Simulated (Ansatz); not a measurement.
# Direct or indirect: CdTe (F-43m)

```cif
data_structure
_symmetry_space_group_name_H-M 'F-43m'
_symmetry_Int_Tables_number 216
_cell_length_a 6.4100
_cell_length_b 6.4100
_cell_length_c 6.4100
_cell_angle_alpha 90.000
_cell_angle_beta 90.000
_cell_angle_gamma 90.000
_cell_volume 263.37
loop_
_atom_site_label
_atom_site_type_symbol
_atom_site_symmetry_multiplicity
_atom_site_Wyckoff_symbol
_atom_site_fract_x
_atom_site_fract_y
_atom_site_fract_z
_atom_site_occupancy
Te1 Te 4 c 0.25000 0.25000 0.25000 1
Cd1 Cd 4 a 0.00000 0.00000 0.00000 1
```

Method: Ansatz, PBE, independent particles, without spin-orbit coupling, line width 0.1 eV (Gaussian). The band structure gives a fundamental gap of 0.87 eV. The spectrum of vertical transitions near the edge:

```json
{"E (eV)": "0.42", "Im ε, E ∥ xyz": "0.00"}
{"E (eV)": "0.54", "Im ε, E ∥ xyz": "0.00"}
{"E (eV)": "0.66", "Im ε, E ∥ xyz": "0.00"}
{"E (eV)": "0.78", "Im ε, E ∥ xyz": "0.05"}
{"E (eV)": "0.90", "Im ε, E ∥ xyz": "0.42"}
{"E (eV)": "1.02", "Im ε, E ∥ xyz": "0.92"}
{"E (eV)": "1.14", "Im ε, E ∥ xyz": "1.20"}
{"E (eV)": "1.26", "Im ε, E ∥ xyz": "1.37"}
{"E (eV)": "1.38", "Im ε, E ∥ xyz": "1.49"}
{"E (eV)": "1.50", "Im ε, E ∥ xyz": "1.64"}
{"E (eV)": "1.62", "Im ε, E ∥ xyz": "1.76"}
{"E (eV)": "1.74", "Im ε, E ∥ xyz": "1.90"}
{"E (eV)": "1.86", "Im ε, E ∥ xyz": "2.06"}
{"E (eV)": "1.98", "Im ε, E ∥ xyz": "2.29"}
{"E (eV)": "2.10", "Im ε, E ∥ xyz": "2.54"}
{"E (eV)": "2.22", "Im ε, E ∥ xyz": "2.91"}
```

Question: Is the gap direct or indirect, and about where do vertical transitions set in?

Answer: Direct: the band path has its least direct gap at the fundamental one, 0.87 eV, and the curves rise from there. Lines are broadened by 0.1 eV, which spreads the edge.

[Logs are printed without paths, hosts, clocks, repeated set-up lines and the standing remarks that a program may print on its own settings, such as how far it seeks lower states.]
